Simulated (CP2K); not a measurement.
Two runs for the F K edge of 2-fluorooxazole. Run A: CP2K XAS_TDP, all-electron GAPW, PBEh(45%), aug-cc-pVDZ, TDA, no relativity. Run B differs in one setting.

First lines with a strength over 0.0015. A:

```csv
atom,energy (eV),states,"strength, one atom"
F1 (bonded to C),684.26,1,0.0104
,684.38,1,0.0270
,686.35,1,0.0105
,686.88,1,0.0063
,687.49,1,0.0037
```

B:

```csv
atom,energy (eV),states,"strength, one atom"
F1 (bonded to C),690.82,1,0.0103
,690.93,1,0.0268
,692.90,1,0.0104
,693.43,1,0.0062
,694.04,1,0.0036
```

**Question.** Which was it: scalar relativity switched on, the basis, GW2X switched on, the functional?

GW2X switched on. GW2X shifts an atom's lines together and keeps their spacings. Against PBEh(45%) in aug-cc-pVDZ, the leading line moves by +6.56 eV, to 690.82 eV.

[Banner, clock and machine lines of the logs are left out without a mark of their own.]

[Logs are printed without paths, hosts, clocks, repeated set-up lines and the standing remarks that a program may print on its own settings, such as how far it seeks lower states.]

[Hosts, paths, dates, database ids (printed as entryN), source tags and the programs' standing remarks are cut or masked in the printed files.]
